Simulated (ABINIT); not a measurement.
An input for ABINIT 10.8.3 (TaAgO3 (Pm-3m)):

```
acell 3*1.0 Angstrom
rprim 
  3.999370000000 0.000000000000 0.000000000000
  0.000000000000 3.999370000000 0.000000000000
  0.000000000000 0.000000000000 3.999370000000
ntypat 3
znucl 73 47 8
natom 5
typat 1 2 3 3 3
xred 
  0.000000000000 0.000000000000 0.000000000000
  0.500000000000 0.500000000000 0.500000000000
  0.000000000000 0.000000000000 0.500000000000
  0.000000000000 0.500000000000 0.000000000000
  0.500000000000 0.000000000000 0.000000000000
pp_dirpath "pseudos"
pseudos "Ta.upf, Ag.upf, O.upf"
ecut 37
ngkpt 2 2 2
nshiftk 1
shiftk 0 0 0
kptopt 1
chksymbreak 0
istwfk *1
occopt 1
irdwfk 1
optdriver 4
nband 51
gwcalctyp 28
ecutsigx 37
symsigma 0
nkptgw 4
kptgw 
  0.0000000000 0.0000000000 0.0000000000
  0.5000000000 0.0000000000 0.0000000000
  0.5000000000 0.5000000000 0.0000000000
  0.5000000000 0.5000000000 0.5000000000
bdgw 
  12 34
  12 34
  12 34
  12 34
ecuteps 3.2
irdscr 1
ppmodel 1
irdqps 1
rhoqpmix 0.3
indata_prefix "in"
outdata_prefix "out"
tmpdata_prefix "tmp"
```

```sh
OMP_NUM_THREADS=1 mpirun -n 4 abinit run.abi > log
```

**Question.** How long will it take on 4 MPI ranks of Arm Neoverse V1, shared host, and how much memory?

It took 16 s; on shared hardware allow 7.8 s to 31 s. Peak host memory was 1.2 GiB.

[Paths, hosts, dates, memory and timing lines, banners, echoed tables and standing remarks are left out of the program output.]

[Logs are printed without paths, hosts, clocks, repeated set-up lines and the standing remarks that a program may print on its own settings, such as how far it seeks lower states.]

[Runs of the session that timed out or met a known fault of the program may be left out.]

[Hosts, paths, dates, database ids (printed as entryN), source tags and the programs' standing remarks are cut or masked in the printed files.]

[G0W0 gaps are taken among the corrected bands and points alone; a level outside them can change the order at an edge.]

[Where Ansatz stands beside ABINIT at settings called matched, ABINIT's density can come from a denser mesh and the files from another edition; pairs whose starting gaps differed by over 0.03 eV were left out, so agreement reads better than it is.]
